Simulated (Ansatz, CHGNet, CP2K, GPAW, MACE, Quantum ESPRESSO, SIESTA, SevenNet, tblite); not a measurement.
**Twisted Ti2CO2 MXene bilayer, 38.21° (70 atoms) in CP2K**

Wanted: CP2K inputs and outputs for twisted Ti2CO2 MXene bilayer, 38.21° (70 atoms), checked against a plane-wave reference.

Calculated with CP2K 2026.2; the method is named at each step.

**1. Starting point**

The cell holds 70 atoms: 14 C, 28 Ti and 28 O. Cell: a = 8.017 Å, b = 8.017 Å, c = 23.800 Å, α = 90.0°, β = 90.0°, γ = 120.0°. It derives from Ti2CO2 (Ti2CO2 MXene). Ti2CO2 MXene (a = 3.03 Å) under Ti2CO2 MXene (a = 3.03 Å), bilayer, commensurate cell of 7 unit cells a layer, twist 38.21 deg; facing planes 2.92 Å apart; 12 Å of vacuum; layers as built, displaced by a Gaussian of 0.01 Å. Then every atom was moved at random, 0.03 Å r.m.s. a Cartesian component. Regions: layer 1, 35 atoms (7 C, 14 Ti and 14 O); layer 2, 35 atoms (7 C, 14 Ti and 14 O). Vacuum lies along c.

The yardstick, on the same geometry:

- method: Kohn-Sham DFT, PBE, SSSP efficiency 1.3.0 pseudopotentials, plane waves (Quantum ESPRESSO 7.5); sssp-pbe-1.3.0-efficiency, cutoffs 60/480 Ry, Γ point
- r.m.s. force component: 0.474 eV/Å
- longest force: 1.645 eV/Å
- gap (highest filled to lowest empty level): 0.398 eV
- time: 9.1 min on 4 MPI ranks of Arm Neoverse V1, shared host
- CPU time: 36 min

**2. PBE, DZVP-MOLOPT-SR, 800/50 Ry, diagonalisation**

Method: Kohn-Sham DFT, PBE, GTH-PBE pseudopotentials, Gaussian and plane waves, DZVP-MOLOPT-SR-GTH, diagonalisation.

Input file input.inp:

```
&GLOBAL
  PROJECT cell
  RUN_TYPE ENERGY_FORCE
  PRINT_LEVEL LOW
&END GLOBAL
&FORCE_EVAL
  METHOD QS
  &DFT
    BASIS_SET_FILE_NAME BASIS_MOLOPT
    POTENTIAL_FILE_NAME GTH_POTENTIALS
    &MGRID
      CUTOFF 800
      REL_CUTOFF 50
      NGRIDS 5
    &END MGRID
    &QS
      EPS_DEFAULT 1.0E-12
    &END QS
    &SCF
      SCF_GUESS ATOMIC
      EPS_SCF 5.0E-06
      MAX_SCF 200
      ADDED_MOS 45
      &DIAGONALIZATION
        ALGORITHM STANDARD
      &END DIAGONALIZATION
      &SMEAR ON
        METHOD FERMI_DIRAC
        ELECTRONIC_TEMPERATURE [K] 580
      &END SMEAR
      &MIXING
        METHOD BROYDEN_MIXING
        ALPHA 0.2
        NBROYDEN 12
        BETA 0.05
      &END MIXING
      &PRINT
        &RESTART OFF
        &END RESTART
      &END PRINT
    &END SCF
    &XC
      &XC_FUNCTIONAL PBE
      &END XC_FUNCTIONAL
    &END XC
    &PRINT
      &MULLIKEN ON
      &END MULLIKEN
      &HIRSHFELD ON
        SHAPE_FUNCTION DENSITY
      &END HIRSHFELD
      &MO ON
        EIGENVALUES T
        OCCUPATION_NUMBERS T
        MO_INDEX_RANGE 269 292
        &EACH
          QS_SCF 0
        &END EACH
        ADD_LAST NUMERIC
      &END MO
    &END PRINT
  &END DFT
  &SUBSYS
    &CELL
      A 8.01660 0.00000 0.00000
      B -4.00830 6.94258 0.00000
      C 0.00000 0.00000 23.80000
    &END CELL
    &TOPOLOGY
      COORD_FILE_NAME structure.xyz
      COORD_FILE_FORMAT XYZ
    &END TOPOLOGY
    &KIND C
      BASIS_SET DZVP-MOLOPT-SR-GTH-q4
      POTENTIAL GTH-PBE-q4
    &END KIND
    &KIND Ti
      BASIS_SET DZVP-MOLOPT-SR-GTH-q12
      POTENTIAL GTH-PBE-q12
    &END KIND
    &KIND O
      BASIS_SET DZVP-MOLOPT-SR-GTH-q6
      POTENTIAL GTH-PBE-q6
    &END KIND
  &END SUBSYS
  &PRINT
    &FORCES ON
    &END FORCES
  &END PRINT
&END FORCE_EVAL
```

Input file structure.xyz:

```xyz
70

C -3.99688 6.94001 8.22028
Ti 0.57030 1.65164 9.54713
Ti 1.75724 0.29242 6.92413
O 1.72934 0.36810 10.43273
O 0.56092 1.65900 5.96880
C -0.55222 2.93525 8.20386
Ti -0.00685 4.65646 9.57807
Ti 1.15078 3.31300 6.88962
O 1.15162 3.25697 10.38703
O 0.04541 4.67798 5.96785
C -1.15114 5.96263 8.19315
Ti 3.42245 0.67260 9.59854
Ti 0.54421 6.28838 6.92509
O 0.53739 6.27880 10.45463
O 3.45407 0.66892 5.96476
C 2.30225 1.92261 8.27336
Ti 2.89235 3.70713 9.53285
Ti 4.00998 2.28827 6.96745
O 4.01940 2.26168 10.40917
O 2.84393 3.67144 6.03187
C 1.69836 5.00442 8.23004
Ti 2.30858 6.58650 9.51119
Ti 3.43599 5.32524 6.89914
O 3.50361 5.33864 10.38822
O 2.27010 6.59899 6.01212
C 5.21091 0.97758 8.23908
Ti 5.70064 2.61950 9.57284
Ti 6.91159 1.28979 6.92128
O 6.88017 1.30312 10.43630
O 5.72377 2.64429 6.00165
C 4.60169 3.96255 8.22028
Ti -2.88409 5.59954 9.52071
Ti -1.68192 4.31391 6.90581
O -1.68204 4.27996 10.45796
O -2.87700 5.53615 5.97523
C 5.77051 3.88576 15.58733
Ti 4.65628 2.55431 16.84635
Ti 4.07003 4.17041 14.27810
O 4.05119 4.20623 17.78860
O 4.66807 2.58903 13.32871
C 3.43315 5.83031 15.59352
Ti 2.29808 4.54163 16.85992
Ti 1.75010 6.21569 14.29737
O 1.75824 6.22881 17.85119
O 2.33536 4.51608 13.34799
C 2.95989 2.87728 15.56710
Ti 1.75419 1.54209 16.89372
Ti 1.17832 3.25433 14.24168
O 1.23408 3.24455 17.80073
O 1.74501 1.64616 13.40107
C 5.20057 0.89261 15.54307
Ti 0.07091 6.54637 16.89729
Ti 3.51985 1.20801 14.25525
O 3.48349 1.15948 17.78288
O 0.00313 6.50686 13.31872
C 0.60950 4.87022 15.57758
[... 10 atom lines left out ...]
Ti -2.83435 5.54157 16.90062
Ti 0.65852 0.30415 14.30261
O 0.59030 0.18446 17.81882
O -2.82457 5.46881 13.36632
```

Started as:

```bash
OMP_NUM_THREADS=2 cp2k.psmp -i input.inp > output.txt
```

Numbers of over 12 decimals in the logs are rounded to 6 here.

What it wrote:

```text
CP2K| version string:                                       CP2K version 2026.2
 CP2K| Input file name                                                 input.inp
 GLOBAL| Basis set file name                                        BASIS_MOLOPT
 GLOBAL| Potential file name                                      GTH_POTENTIALS
 GLOBAL| Run type                                                   ENERGY_FORCE
 GLOBAL| Total number of message passing processes                             1
 GLOBAL| Number of threads for this process                                    2
 TOTAL NUMBERS AND MAXIMUM NUMBERS
  Total number of            - Atomic kinds:                                   3
                             - Atoms:                                         70
                             - Shell sets:                                    70
                             - Shells:                                       434
                             - Primitive Cartesian functions:                378
                             - Cartesian basis functions:                   1456
                             - Spherical basis functions:                   1274
  Maximum angular momentum of- Orbital basis functions:                        3
                             - Local part of the GTH pseudopotential:          2
                             - Non-local part of the GTH pseudopotential:      3
 SCF PARAMETERS         Density guess:                                    ATOMIC
                        max_scf:                                             200
                        eps_scf:                                        5.00E-06
                        added MOs                                        45    0
                        Mixing method:                            BROYDEN_MIXING
                                                charge density mixing in g-space
                        Smear method:                                FERMI_DIRAC
                        Electronic temperature [K]:                        580.0
                        Electronic temperature [a.u.]:                  1.84E-03
                        Accuracy threshold:                             1.00E-10
 Extrapolation method: initial_guess
 Number of electrons:                                                        560
 Number of occupied orbitals:                                                280
 Number of molecular orbitals:                                               325
 Number of orbital functions:                                               1274
 Number of independent orbital functions:                                   1274
 SCF WAVEFUNCTION OPTIMIZATION
  Step     Update method      Time    Convergence         Total energy    Change
     1 NoMix/Diag. 0.20E+00   10.6     1.92364040     -2168.9172320681 -2.17E+03
     2 Broy./Diag. 0.20E+00   16.2     0.33913425     -2153.7385939634  1.52E+01
     3 Broy./Diag. 0.20E+00   16.6     0.09361120     -2159.5708064400 -5.83E+00
     4 Broy./Diag. 0.20E+00   16.4     0.25467405     -2158.7244054185  8.46E-01
[...]
22 Broy./Diag. 0.20E+00   17.6     0.00000558     -2161.3386374042 -7.48E-05
    23 Broy./Diag. 0.20E+00   17.6     0.00000276     -2161.3384022201  2.35E-04
  *** SCF run converged in    23 steps ***
  Electronic density on regular grids:       -559.9999999994        0.0000000006
  Core density on regular grids:              559.9999999998       -0.0000000002
  Total charge density on r-space grids:        0.0000000003
  Total charge density g-space grids:           0.0000000003
  Overlap energy of the core charge distribution:               1.66e-12
  Self energy of the core charge distribution:              -4342.598121
  Core Hamiltonian energy:                                   1144.534164
  Hartree energy:                                            1364.855524
  Exchange-correlation energy:                               -328.128718
  Electronic entropic energy:                                  -0.00125112
  Fermi energy:                                                 0.109553
  Total energy:                                             -2161.338402
  Total energy (extrapolated to T->0):                      -2161.337777
 MO| EIGENVALUES AND OCCUPATION NUMBERS
 MO|
 MO|  Index      Eigenvalue [a.u.]        Eigenvalue [eV]             Occupation
 MO|    269               0.026528               0.721851               2.000000
 MO|    270               0.026706               0.726714               2.000000
 MO|    271               0.028088               0.764312               2.000000
[...]
MO|    291               0.128560               3.498294               0.000064
 MO|    292               0.129454               3.522631               0.000039
 MO| Sum:                                                             560.000000
 MO| E(Fermi):            0.109553 a.u.          2.981085 eV
 !-----------------------------------------------------------------------------!
                     Mulliken Population Analysis
 #  Atom  Element  Kind  Atomic population                           Net charge
       1     C        1          4.244958                             -0.244958
       2     Ti       2         11.378078                              0.621922
       3     Ti       2         11.349245                              0.650755
[...]
69     O        3          6.533530                             -0.533530
      70     O        3          6.540021                             -0.540021
 # Total charge                            560.000000                  0.000000
 !-----------------------------------------------------------------------------!
 !-----------------------------------------------------------------------------!
                           Hirshfeld Charges
  #Atom  Element  Kind  Ref Charge     Population                    Net charge
      1       C      1       4.000          4.340                        -0.340
      2       Ti     2      12.000         11.572                         0.428
      3       Ti     2      12.000         11.570                         0.430
[...]
69       O      3       6.000          6.259                        -0.259
     70       O      3       6.000          6.267                        -0.267
  Total Charge                                                           -0.000
 !-----------------------------------------------------------------------------!
 ENERGY| Total FORCE_EVAL ( QS ) energy [hartree]          -2161.338301
 FORCES| Atomic forces [hartree/bohr]
 FORCES|   Atom     x               y               z               |f|
 FORCES|      1  3.90354090E-03 -1.06748712E-02 -3.47243786E-03   1.18847941E-02
 FORCES|      2 -6.72846111E-03  8.95383522E-03 -1.63091666E-02   1.97846473E-02
 FORCES|      3 -2.90247666E-03  1.17679226E-02  5.13649810E-03   1.31640414E-02
[...]
FORCES|     69  4.70947521E-03  6.19524951E-03 -2.95038391E-03   8.32256201E-03
 FORCES|     70  3.91791651E-03  1.17731186E-02 -9.30609882E-04   1.24427660E-02
 FORCES| Sum     9.13659628E-05  6.02674248E-05  2.97024036E-03
 FORCES| Total atomic force                                       2.97225633E-03
```

It took 7.3 min on 2 threads of Arm Neoverse V1, shared host; peak memory 6.7 GiB.

Banners, paths, timers and routine set-up lines are dropped from the logs unmarked, and long logs keep their key lines alone; longer cuts are marked.

Numbers from this run, and their distance from the reference:

| Item | Value |
| --- | --- |
| r.m.s. force component | 0.4848 eV/Å |
| r.m.s. difference of force components | 20.84 meV/Å |
| longest difference of force vectors | 70.03 meV/Å |
| force difference over r.m.s. force | 4.397 % |
| slope of forces against the reference's | 1.022 |
| correlation of force components | 0.9993 |

Length of the force difference by element (eV/Å):

| element | atoms | mean | most |
| --- | --- | --- | --- |
| C | 14 | 0.020 | 0.032 |
| O | 28 | 0.020 | 0.058 |
| Ti | 28 | 0.049 | 0.07 |

Local excerpt of 13 atoms (numbers count through the whole input) about O24, which bears the longest force; x, y, z are measured from there.

| atom | x | y | z | distance (Å) | bonds | Hirshfeld charge (e) | Fx | Fy | Fz (eV/Å) |
| --- | --- | --- | --- | --- | --- | --- | --- | --- | --- |
| O24 | 0.00 | 0.00 | 0.00 | 0.00 | 3 | -0.25 | -0.55 | -0.70 | 1.45 |
| Ti32 | 1.63 | 0.26 | -0.87 | 1.86 | 6 | 0.43 | 0.71 | 0.26 | -0.94 |
| Ti22 | -1.20 | 1.25 | -0.88 | 1.94 | 6 | 0.42 | -0.68 | 1.16 | -0.91 |
| Ti17 | -0.61 | -1.63 | -0.86 | 1.94 | 6 | 0.44 | -0.69 | -0.67 | -1.26 |
| C1 | 0.52 | 1.60 | -2.17 | 2.74 | 6 | -0.34 | 0.20 | -0.55 | -0.18 |
| C31 | 1.10 | -1.38 | -2.17 | 2.79 | 6 | -0.33 | -0.15 | -0.03 | 0.79 |
| C21 | -1.81 | -0.33 | -2.16 | 2.83 | 6 | -0.34 | 0.47 | -0.87 | 0.57 |
| O29 | -0.63 | 2.91 | 0.05 | 2.98 | 3 | -0.27 | -0.09 | 0.07 | 0.45 |
| O4 | 2.23 | 1.97 | 0.04 | 2.98 | 3 | -0.27 | 0.11 | -0.74 | 0.59 |
| O34 | 2.83 | -1.06 | 0.07 | 3.02 | 3 | -0.27 | -0.17 | 0.23 | 0.10 |
| O14 | -2.97 | 0.94 | 0.07 | 3.11 | 3 | -0.26 | 0.41 | -0.34 | 0.26 |
| O19 | 0.52 | -3.08 | 0.02 | 3.12 | 3 | -0.26 | -0.13 | 0.69 | 1.12 |
| O9 | -2.35 | -2.08 | 0.00 | 3.14 | 3 | -0.27 | 0.24 | 0.77 | 0.87 |

Forces lie 4.4 % from the reference's, at 0.36 times its CPU time (on 2 against 4 cores).

**3. PBE, DZVP-MOLOPT-SR, 560/50 Ry, diagonalisation**

Method: Kohn-Sham DFT, PBE, GTH-PBE pseudopotentials, Gaussian and plane waves, DZVP-MOLOPT-SR-GTH, diagonalisation.

input.inp, as its differences from that of step 2:

```diff
@@ -11,5 +11,4 @@
     &MGRID
-      CUTOFF 800
+      CUTOFF 560
       REL_CUTOFF 50
-      NGRIDS 5
     &END MGRID
@@ -68,6 +67,30 @@
     &END CELL
-    &TOPOLOGY
-      COORD_FILE_NAME structure.xyz
-      COORD_FILE_FORMAT XYZ
-    &END TOPOLOGY
+    &COORD
+      SCALED
+      C 0.00124 0.99963 0.34539
+      Ti 0.19009 0.23790 0.40114
+      Ti 0.24026 0.04212 0.29093
+      O 0.24223 0.05302 0.43835
+      O 0.18945 0.23896 0.25079
+      C 0.14251 0.42279 0.34470
+      Ti 0.33450 0.67071 0.40244
+      Ti 0.38215 0.47720 0.28948
+      O 0.37822 0.46913 0.43643
+      O 0.34257 0.67381 0.25075
+      C 0.28583 0.85885 0.34425
+      Ti 0.47536 0.09688 0.40330
+      Ti 0.52077 0.90577 0.29097
+      O 0.51923 0.90439 0.43927
+      O 0.47904 0.09635 0.25062
+      C 0.42565 0.27693 0.34762
+      Ti 0.62778 0.53397 0.40054
+      Ti 0.66501 0.32960 0.29275
+      O 0.66427 0.32577 0.43736
+      O 0.61917 0.52883 0.25344
+[... 46 atom lines left out ...]
+      Ti 0.04554 0.79820 0.71011
+      Ti 0.10405 0.04381 0.60095
+      O 0.08692 0.02657 0.74869
+      O 0.04152 0.78772 0.56161
+    &END COORD
     &KIND C
```

Started as:

```bash
OMP_NUM_THREADS=1 mpirun -np 4 cp2k.psmp -i input.inp > output.txt
```

What it wrote:

```text
CP2K| version string:                                       CP2K version 2026.2
 CP2K| Input file name                                                 input.inp
 GLOBAL| Basis set file name                                        BASIS_MOLOPT
 GLOBAL| Potential file name                                      GTH_POTENTIALS
 GLOBAL| Run type                                                   ENERGY_FORCE
 GLOBAL| Total number of message passing processes                             4
 GLOBAL| Number of threads for this process                                    1
 TOTAL NUMBERS AND MAXIMUM NUMBERS
  Total number of            - Atomic kinds:                                   3
                             - Atoms:                                         70
[... lines left out ...]
                        Smear method:                                FERMI_DIRAC
[... lines left out ...]
 Number of electrons:                                                        560
[... lines left out ...]
  Step     Update method      Time    Convergence         Total energy    Change
[... lines left out ...]
  *** SCF run converged in    23 steps ***
[... lines left out ...]
  Fermi energy:                                                 0.109553
  Total energy:                                             -2161.338614
  Total energy (extrapolated to T->0):                      -2161.337988
[... lines left out ...]
 MO| E(Fermi):            0.109553 a.u.          2.981086 eV
[... lines left out ...]
       2     Ti       2         11.378064                              0.621936
       3     Ti       2         11.349217                              0.650783
[...]
69     O        3          6.533539                             -0.533539
      70     O        3          6.540059                             -0.540059
 # Total charge                            560.000000                  0.000000
 !-----------------------------------------------------------------------------!
 !-----------------------------------------------------------------------------!
                           Hirshfeld Charges
  #Atom  Element  Kind  Ref Charge     Population                    Net charge
      1       C      1       4.000          4.340                        -0.340
      2       Ti     2      12.000         11.572                         0.428
      3       Ti     2      12.000         11.570                         0.430
[...]
69       O      3       6.000          6.259                        -0.259
     70       O      3       6.000          6.267                        -0.267
  Total Charge                                                           -0.000
 !-----------------------------------------------------------------------------!
 ENERGY| Total FORCE_EVAL ( QS ) energy [hartree]          -2161.338513
 FORCES| Atomic forces [hartree/bohr]
 FORCES|   Atom     x               y               z               |f|
 FORCES|      1  3.89648541E-03 -1.06743367E-02 -3.49350788E-03   1.18881731E-02
 FORCES|      2 -6.73571040E-03  8.96819181E-03 -1.62396520E-02   1.97363765E-02
 FORCES|      3 -2.87868287E-03  1.17633323E-02  5.02065212E-03   1.31099103E-02
[...]
FORCES|     69  4.33349379E-03  5.99628922E-03 -2.36460626E-03   7.76698240E-03
 FORCES|     70  3.88633084E-03  1.18692262E-02 -1.78916708E-03   1.26167831E-02
 FORCES| Sum    -2.89100027E-04 -7.52056138E-04 -7.13567640E-03
 FORCES| Total atomic force                                       7.18101977E-03
```

Wall time 3.5 min (4 MPI ranks); peak memory 5.7 GiB; 14 min of CPU time.

Numbers from this run, and their distance from the reference:

- r.m.s. force component: 0.4829 eV/Å
- r.m.s. difference of force components: 26.21 meV/Å
- longest difference of force vectors: 80.5 meV/Å
- force difference over r.m.s. force: 5.53 %
- slope of forces against the reference's: 1.018
- correlation of force components: 0.9987
- energy less the same-level run's: -0.0822 meV/atom
- r.m.s. force difference from the same-level run: 20.54 meV/Å

Against the first run (4.4 %), the force difference from the reference is 5.5 %, at 1.0 times the CPU time (on 4 against 2 cores): the grid matters here.

[end of part 1 of 2]

[Also dropped from logs without a mark: logging warnings of Python, and SIESTA's first energy breakdown and zero terms.]

[Logs are printed without paths, hosts, clocks, repeated set-up lines and the standing remarks that a program may print on its own settings, such as how far it seeks lower states.]

[Hosts, paths, dates, database ids (printed as entryN), source tags and the programs' standing remarks are cut or masked in the printed files.]
